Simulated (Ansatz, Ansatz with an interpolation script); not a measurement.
An input for Ansatz 0.2.0 (Bi2Te2PbS2 (R-3m)):

```yaml
crystal:
  lattice:
    - [2.13505, 1.2326716922, 13.4709566667]
    - [-2.13505, 1.2326716922, 13.4709566667]
    - [0.0, -2.4653433845, 13.4709566667]
  atoms:
    - { symbol: Bi, position: [0.58139, 0.58139, 0.58139] }
    - { symbol: Bi, position: [0.41861, 0.41861, 0.41861] }
    - { symbol: Te, position: [0.87066, 0.87066, 0.87066] }
    - { symbol: Te, position: [0.12934, 0.12934, 0.12934] }
    - { symbol: Pb, position: [0.0, 0.0, 0.0] }
    - { symbol: S, position: [0.29134, 0.29134, 0.29134] }
    - { symbol: S, position: [0.70866, 0.70866, 0.70866] }
kpoints:
  mp_grid: { grid: [4, 4, 4] }
  band_path:
    path:
      - [[0.0, 0.0, 0.0], [0.5, 0.5, 0.5], [0.82775112, 0.17224888, 0.5]]
      - [[0.5, -0.17224888, 0.17224888], [0.5, 0.0, 0.0], [0.0, 0.0, 0.0], [0.33612444, -0.33612444, 0.0]]
      - [[0.66387556, 0.0, 0.33612444], [0.5, 0.0, 0.5], [0.0, 0.0, 0.0]]
    npoints: 10
hamiltonian:
  xc: pbesol
  pseudopotentials: { kind: paw, azcp: { folder: soft_1 }, xc_functional: pbe }
scf:
  occupations: { method: fermi_dirac, width: 0.02 }
  n_extra_bands: 113
output:
  eigenvalues: true
  forces: true
  stress: true
  fatbands: true
  write_density: true
  write_potential: true
  elf: true
  volumetric_format: npy
```

```sh
ansatz run input.yaml --threads 2 --pin off --max-ram 92160MiB --backend cuda --events-out ev --progress --plain --runs-dir out --devices 1 --max-vram 13GiB
```

How long will it take on 1 × NVIDIA H100 80GB HBM3 (shared by 6 runs) with 2 threads of AMD EPYC 7R13 (Zen 3), shared host, and how much memory?

It took 27 s; on shared hardware allow 14 s to 55 s. Peak host memory was 1.2 GiB. The sizes that set the cost: 4143 plane waves a state, 13 irreducible k points and 9 SCF cycles.

[Paths, hosts, dates, memory and timing lines, banners, echoed tables and standing remarks are left out of the program output.]

[Logs are printed without paths, hosts, clocks, repeated set-up lines and the standing remarks that a program may print on its own settings, such as how far it seeks lower states.]

[Runs of the session that timed out or met a known fault of the program may be left out.]

[Hosts, paths, dates, database ids (printed as entryN), source tags and the programs' standing remarks are cut or masked in the printed files.]
